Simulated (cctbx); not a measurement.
# Diagnosing a refinement

Cell a = 16.2190 Å, b = 4.9860 Å, c = 8.6190 Å, α = 90.00°, β = 107.49°, γ = 90.00°; space group C2/m (no. 12).

Simulated single-crystal data (cctbx): Ga Kα, λ = 1.3414 Å, to d = 0.8 Å, 80 % of the full sphere, strongest reflection 40000 counts, noise from counting, a 4 % proportional error and a noise floor of 4 counts (s.d.); no absorption, and some extinction, which the refinements don't model.

An anisotropic refinement with weights 1/σ² prints:

```text
Rint 0.029, 190 unique reflections to 1.31 A
cycle     R1     wR2    GooF  max shift (A)
   1  0.0149  0.0341   1.224   0.00609
   2  0.0128  0.0294   1.058   0.00000
final R1 0.0128 wR2 0.0294 GooF 1.058  parameters 36  data/parameter 5.3
atom        x        y        z      Ueq    occ   su(xyz)  su(Uiso or U11)
Bi1    0.60660  0.50000  0.22621   0.0044  1.000  0.00005  0.0005
Fe1    0.69529  0.50000  0.80383   0.0084  1.000  0.00019  0.0013
S1     0.55404  0.50000  0.87815   0.0067  1.000  0.00039  0.0023
S2     0.63575  0.50000  0.51113   0.0090  1.000  0.00035  0.0021
S3     0.86915  0.50000  0.79774   0.0082  1.000  0.00035  0.0019
S4     0.75177  0.50000  0.14485   0.0117  1.000  0.00034  0.0023
difference map: max 0.33 min -0.51 rms 0.13
Q1    0.2349  0.0000  0.5170    4    0.34  1.59 A from S2
Q2    0.2378  0.1659  0.5781    8    0.31  1.78 A from S2
Q3    0.1041  0.0000  0.6983    4    0.28  1.49 A from Fe1
Q4    0.0807  0.0000  0.6237    4    0.28  1.50 A from S2
Q5    0.0000  0.5000  0.5000    2    0.27  3.31 A from S2
Q6    0.2220  0.2243  0.3601    8    0.27  2.17 A from S3
```

**Question.** Can this result stand? If not, what is the likely fault?

Mend it. The fault: data cut at low resolution. Against the right model at the same level, R1 goes from 0.0129 to 0.0128 and GooF from 1.00 to 1.06. The atoms are right, but there are too few data for the parameters: R1 flatters and the s.u.s grow. Data per parameter fall from 21.1 to 5.3.

The compound is FeBiS4. The right model at the same level gives:

```text
Rint 0.028, 761 unique reflections to 0.80 A
cycle     R1     wR2    GooF  max shift (A)
   1  0.0156  0.0397   1.292   0.00230
   2  0.0129  0.0309   1.005   0.00000
final R1 0.0129 wR2 0.0309 GooF 1.005  parameters 36  data/parameter 21.1
atom        x        y        z      Ueq    occ   su(xyz)  su(Uiso or U11)
Bi1    0.60661  0.50000  0.22621   0.0047  1.000  0.00001  0.0001
Fe1    0.69524  0.50000  0.80391   0.0077  1.000  0.00006  0.0003
S1     0.55391  0.50000  0.87869   0.0058  1.000  0.00010  0.0004
S2     0.63578  0.50000  0.51183   0.0078  1.000  0.00010  0.0004
S3     0.86904  0.50000  0.79744   0.0087  1.000  0.00011  0.0004
S4     0.75179  0.50000  0.14518   0.0112  1.000  0.00011  0.0004
difference map: max 0.64 min -0.89 rms 0.18
Q1    0.1998  0.0000  0.3573    4    0.64  1.59 A from Bi1
Q2    0.2274  0.0000  0.5193    4    0.60  1.47 A from S2
Q3    0.2486  0.0000  0.4551    4    0.56  2.03 A from S2
Q4    0.0168  0.1886  0.1437    8    0.51  1.45 A from S1
Q5    0.1750  0.0000  0.0764    4    0.48  1.21 A from S4
Q6    0.1687  0.3159  0.7855    8    0.47  1.55 A from S4
```

This is a model crystal, built by substitution and not relaxed, with assumed displacement parameters.

[Middle refinement cycles are left out of these outputs.]

[Logs are printed without paths, hosts, clocks, repeated set-up lines and the standing remarks that a program may print on its own settings, such as how far it seeks lower states.]
